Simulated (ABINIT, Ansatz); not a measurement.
# SiO2 (P6_222): G0W0 with ABINIT, start to end

Aim: the G0W0 gap of SiO2 (P6_222) on LDA, step by step.

Calculated with ABINIT 10.8.3; LDA and many-body steps on it, plane waves.

The database entry behind the starting cell is an old determination (1926), so it need not match the best structure at room temperature.

### Step 1. The structure

It takes space group P6_222 (No. 180, hexagonal). Conventional cell: a = 5.013 Å, b = 5.013 Å, c = 5.470 Å, α = 90.00°, β = 90.00°, γ = 120.00°. Nearest to Si lie 4 O at 1.62 Å. O has 2 Si at 1.62 Å nearest. Farther neighbours, and contacts between anions beyond the nearest, are not listed.

The cell and positions come from the Crystallography Open Database and are kept as given unless a step says otherwise.

### Step 2. Ground state

This step: ABINIT 10.8.3; DFT, LDA, plane waves, norm-conserving pseudopotentials.

The ground-state density comes first.

Contents of run.abi:

```
acell 3*1.0 Angstrom
rprim 
  5.013000000017 -0.000000000004 0.000000000000
  -2.506500000005 4.341385349188 0.000000000000
  0.000000000000 0.000000000000 5.470000000000
ntypat 2
znucl 14 8
natom 9
typat 1 1 1 2 2 2 2 2 2
xred 
  0.500000000000 0.500000000000 0.333333333333
  0.000000000000 0.500000000000 0.666666666667
  0.500000000000 0.000000000000 -0.000000000000
  0.197000000000 0.803000000000 0.833333333333
  0.394000000000 0.197000000000 0.166666666667
  0.197000000000 0.394000000000 0.500000000000
  0.803000000000 0.197000000000 0.833333333333
  0.606000000000 0.803000000000 0.166666666667
  0.803000000000 0.606000000000 0.500000000000
pp_dirpath "pseudos"
pseudos "Si.upf, O.upf"
ecut 36
ngkpt 6 6 4
nshiftk 1
shiftk 0 0 0
kptopt 1
chksymbreak 0
nband 32
occopt 1
tolvrs 1e-10
nstep 60
prtwf 0
optforces 0
optstress 0
indata_prefix "in"
outdata_prefix "out"
tmpdata_prefix "tmp"
```

On the command line:

```
OMP_NUM_THREADS=1 mpirun -n 4 abinit run.abi > log
```

What it wrote:

```text
.Version 10.8.3 of ABINIT. v10.8.2 released Aug 2026.

 Symmetries : space group P6_2 2 2 (#180); Bravais hP (primitive hexag.)
================================================================================
 Values of the parameters that define the memory need of the present run
     intxc =       0    ionmov =       0      iscf =       7    lmnmax =       6
     lnmax =       6     mgfft =      60  mpssoang =       3    mqgrid =    3001
     natom =       9  nloc_mem =       1    nspden =       1   nspinor =       1
    nsppol =       1      nsym =      12    n1xccc =    2501    ntypat =       2
    occopt =       1   xclevel =       1
-    mband =          32        mffmem =           1         mkmem =           6
       mpw =        8312          nfft =      174960          nkpt =          21
================================================================================
  Rough estimation (10% accuracy) of disk space for files :
================================================================================

--------------------------------------------------------------------------------
------------- Echo of variables that govern the present computation ------------
--------------------------------------------------------------------------------
 -outvars: echo values of preprocessed input variables --------
            acell      1.8897261259E+00  1.8897261259E+00  1.8897261259E+00 Bohr

      chksymbreak           0
             ecut      3.60000000E+01 Hartree
-          fftalg         312

              ixc       -1012
              kpt      0.00000000E+00  0.00000000E+00  0.00000000E+00
                       1.66666667E-01  0.00000000E+00  0.00000000E+00
                       3.33333333E-01  0.00000000E+00  0.00000000E+00
                       5.00000000E-01  0.00000000E+00  0.00000000E+00
                       1.66666667E-01  1.66666667E-01  0.00000000E+00
                       3.33333333E-01  1.66666667E-01  0.00000000E+00
                       3.33333333E-01  3.33333333E-01  0.00000000E+00
                       0.00000000E+00  0.00000000E+00  2.50000000E-01
                       1.66666667E-01  0.00000000E+00  2.50000000E-01
   [... 10 further rows ...]
                       3.33333333E-01  1.66666667E-01  5.00000000E-01
                       3.33333333E-01  3.33333333E-01  5.00000000E-01
         kptrlatt        6    0    0      0    6    0      0    0    4
          kptrlen      4.13472076E+01
P           mkmem           6
            natom           9
            nband          32
            ngfft          54      54      60
             nkpt          21
            nstep          60
             nsym          12
           ntypat           2
              occ      2.000000  2.000000  2.000000  2.000000  2.000000  2.000000
                       2.000000  2.000000  2.000000  2.000000  2.000000  2.000000
                       2.000000  2.000000  2.000000  2.000000  2.000000  2.000000
                       2.000000  2.000000  2.000000  2.000000  2.000000  2.000000
                       0.000000  0.000000  0.000000  0.000000  0.000000  0.000000
                       0.000000  0.000000
        optforces           0
        optstress           0
            prtwf           0
            rprim      5.0130000000E+00 -4.0000000000E-12  0.0000000000E+00
[...]
spgroup         180

           tolvrs      1.00000000E-10

             xred      5.0000000000E-01  5.0000000000E-01  3.3333333333E-01
[...]
znucl       14.00000    8.00000

================================================================================

 chkinp: Checking input parameters for consistency.

================================================================================
== DATASET  1 ==================================================================
-   mpi_nproc: 4, omp_nthreads: 1 (-1 if OMP is not activated)

--- !DatasetInfo
iteration_state: {dtset: 1, }
dimensions: {natom: 9, nkpt: 21, mband: 32, nsppol: 1, nspinor: 1, nspden: 1, mpw: 8312, }
cutoff_energies: {ecut:  36.0, pawecutdg:  -1.0, }
electrons: {nelect:   4.80000000E+01, charge:   0.00000000E+00, occopt:   1.00000000E+00, tsmear:   1.00000000E-02, }

 Real(R)+Recip(G) space primitive vectors, cartesian coordinates (Bohr,Bohr^-1):
 R(1)=  9.4731971  0.0000000  0.0000000  G(1)=  0.1055610  0.0609457  0.0000000
 R(2)= -4.7365985  8.2040293  0.0000000  G(2)=  0.0000000  0.1218913  0.0000000
 R(3)=  0.0000000  0.0000000 10.3368019  G(3)=  0.0000000  0.0000000  0.0967417
 Unit cell volume ucvol=  8.0335957E+02 bohr^3
 Angles (23,13,12)=  9.00000000E+01  9.00000000E+01  1.20000000E+02 degrees

 getcut: wavevector=  0.0000  0.0000  0.0000  ngfft=  54  54  60
         ecut(hartree)=     36.000   => boxcut(ratio)=   2.11096

--- Pseudopotential description ------------------------------------------------
- Si Generated using ONCVPSP code by D. R. Hamann
- 14.00000   4.00000  180309                  znucl, zion, pspdat
12 -1012 2 -1 1510                            pspcod,pspxc,lmax,lloc,mmax
     nproj     2     2     2
  pspatm : epsatm=    6.67003958
         --- l  ekb(1:nproj) -->
[...]
pspatm: atomic psp has been read  and splines computed

- O Generated using ONCVPSP code by D. R. Hamann
-  8.00000   6.00000  201201                  znucl, zion, pspdat
12 -1012 2 -1 926                             pspcod,pspxc,lmax,lloc,mmax
     nproj     2     2     1
  pspatm : epsatm=    6.27558587
         --- l  ekb(1:nproj) -->
[...]
2   -1.033686
 pspatm: atomic psp has been read  and splines computed

   2.76785443E+03                                ecore*ucvol(ha*bohr**3)
--------------------------------------------------------------------------------

_setup2: Arith. and geom. avg. npw (full set) are    8288.188    8288.178

================================================================================

--- !BeginCycle
iteration_state: {dtset: 1, }
solver: {iscf: 7, nstep: 60, nline: 4, wfoptalg: 0, }
tolerances: {tolvrs: 1.00E-10, }

     iter   Etot(hartree)      deltaE(h)  residm     vres2
 ETOT  1  -111.61566762848    -1.116E+02 1.321E-01 1.742E+03
 ETOT  2  -111.73846366817    -1.228E-01 1.592E-02 1.420E+03
 ETOT  3  -112.29200656042    -5.535E-01 7.629E-03 1.912E+01
 ETOT  4  -112.29641786766    -4.411E-03 3.940E-03 2.443E-01
 ETOT  5  -112.29645494341    -3.708E-05 1.671E-03 3.617E-02
 ETOT  6  -112.29645662694    -1.684E-06 1.492E-03 2.690E-03
 ETOT  7  -112.29645687873    -2.518E-07 5.291E-04 1.379E-04
 ETOT  8  -112.29645688568    -6.950E-09 5.873E-04 4.480E-06
 ETOT  9  -112.29645688597    -2.819E-10 2.495E-04 6.075E-08
 ETOT 10  -112.29645688599    -2.424E-11 3.683E-04 2.407E-09
 ETOT 11  -112.29645688599     1.705E-12 2.681E-04 1.253E-11

 At SCF step   11       vres2   =  1.25E-11 < tolvrs=  1.00E-10 =>converged.

--- !ResultsGS
iteration_state: {dtset: 1, }
comment   : Summary of ground state results
lattice_vectors:
- [  9.4731971,  -0.0000000,   0.0000000, ]
- [ -4.7365985,   8.2040293,   0.0000000, ]
- [  0.0000000,   0.0000000,  10.3368019, ]
lattice_lengths: [   9.47320,    9.47320,   10.33680, ]
lattice_angles: [ 90.000,  90.000, 120.000, ] # degrees, (23, 13, 12)
lattice_volume:   8.0335957E+02
convergence: {deltae:  1.705E-12, res2:  1.253E-11, residm:  2.681E-04, diffor:  0.000E+00, }
etotal    :  -1.12296457E+02
entropy   :   0.00000000E+00
fermie    :  -6.65673034E-03
cartesian_stress_tensor: null
pressure_GPa: null
xred      :
- [  5.0000E-01,   5.0000E-01,   3.3333E-01, Si]
- [  2.8807E-17,   5.0000E-01,   6.6667E-01, Si]
- [  5.0000E-01,   1.8504E-17,   7.4015E-17, Si]
- [  1.9700E-01,   8.0300E-01,   8.3333E-01,  O]
- [  3.9400E-01,   1.9700E-01,   1.6667E-01,  O]
- [  1.9700E-01,   3.9400E-01,   5.0000E-01,  O]
- [  8.0300E-01,   1.9700E-01,   8.3333E-01,  O]
- [  6.0600E-01,   8.0300E-01,   1.6667E-01,  O]
- [  8.0300E-01,   6.0600E-01,   5.0000E-01,  O]
cartesian_forces: null
force_length_stats: {min: null, max: null, mean: null, }

 Integrated electronic density in atomic spheres:
 ------------------------------------------------
 Atom  Sphere_radius  Integrated_density
[...]
================================================================================

 ----iterations are completed or convergence reached----

 Mean square residual over all n,k,spin=   18.618E-07; max=  26.815E-05
 reduced coordinates (array xred) for    9 atoms
[...]
0.394000      0.197000      0.166667
       0.197000      0.394000      0.500000
       0.803000      0.197000      0.833333
       0.606000      0.803000      0.166667
       0.803000      0.606000      0.500000
 rms dE/dt=  0.0000E+00; max dE/dt=  0.0000E+00; dE/dt below (all hartree)
    1       0.000000      0.000000      0.000000
    2       0.000000      0.000000      0.000000
    3       0.000000      0.000000      0.000000
    4       0.000000      0.000000      0.000000
    5       0.000000      0.000000      0.000000
    6       0.000000      0.000000      0.000000
    7       0.000000      0.000000      0.000000
    8       0.000000      0.000000      0.000000
    9       0.000000      0.000000      0.000000

 cartesian coordinates (angstrom) at end:
    1      1.253250     2.170693     1.823333
[...]
5      1.481342     0.855253     0.911667
    6      1.38e-12     1.710506     2.735000
    7      3.531659     0.855253     4.558333
    8      1.025159     3.486132     0.911667
    9      2.506500     2.630880     2.735000
 length scales=  1.889726  1.889726  1.889726 bohr
              =  1.000000  1.000000  1.000000 angstroms
 prteigrs : about to open file out_EIG
 Fermi (or HOMO) energy (hartree) =  -0.00666   Average Vxc (hartree)=  -0.34782
 Eigenvalues (hartree) for nkpt=  21  k points:
 kpt#   1, nband= 32, wtk=  0.00694, kpt=  0.0000  0.0000  0.0000 (reduced coord)
  -0.70762   -0.65060   -0.65060   -0.63092   -0.63092   -0.62268   -0.31345   -0.31345
  -0.22957   -0.19573   -0.19125   -0.19125   -0.12301   -0.10838   -0.10838   -0.09966
  -0.06740   -0.06740   -0.06508   -0.04891   -0.04891   -0.02489   -0.02489   -0.01087
   0.19080    0.31079    0.31079    0.33889    0.33889    0.35913    0.37181    0.44377
 prteigrs : prtvol=0 or 1, do not print more k-points.

--- !EnergyTerms
iteration_state     : {dtset: 1, }
comment             : Components of total free energy in Hartree
kinetic             :  7.325673E+01
hartree             :  3.987094E+01
xc                  : -2.990505E+01
Ewald energy        : -6.715065E+01
psp_core            :  3.445349E+00
local_psp           : -1.165714E+02
non_local_psp       : -1.524239E+01
total_energy        : -1.122965E+02
total_energy_eV     : -3.055742E+03
band_energy         : -1.227085E+01

== END DATASET(S) ==============================================================
================================================================================

 -outvars: echo values of variables after computation  --------
           etotal     -1.1229645689E+02
            nband          32
             nkpt          21
          spgroup         180
 [... the other variables as echoed above ...]

 Calculation completed.
```

Elapsed: 67 s, on 4 MPI ranks of Arm Neoverse V2, shared host; peak memory 0.47 GiB.

Read from the output:

```yaml
total_energy: -3055.7423 eV
gap: 5.373 eV
k_of_the_valence_top: 0, 0, 0.5
k_of_the_conduction_bottom: 0, 0, 0
least_direct_gap: 5.488 eV
```

The gap is indirect, with the least direct gap 0.11 eV higher.

(Continued in part 2 of 3.)

[Long decimals in the printed logs are rounded to 6 places.]

[Logs are printed without paths, hosts, clocks, repeated set-up lines and the standing remarks that a program may print on its own settings, such as how far it seeks lower states.]

[Paths, hosts, dates, memory and timing lines, banners, echoed tables and standing remarks are left out of the program output; an Ansatz launch command may be rebuilt from the run's recorded settings. Measured values are a selection of at most five: reports struck by readers or far from the other reports are left out. None is set beside runs whose start may be inverted or whose files or cutoffs have a known fault.]

[Runs of the session that timed out or met a known fault of the program may be left out.]

[Hosts, paths, dates, database ids (printed as entryN), source tags and the programs' standing remarks are cut or masked in the printed files.]

[G0W0 gaps are taken among the corrected bands and points alone; a level outside them can change the order at an edge.]

[Where Ansatz stands beside ABINIT at settings called matched, ABINIT's density can come from a denser mesh and the files from another edition; pairs whose starting gaps differed by over 0.03 eV were left out, so agreement reads better than it is.]
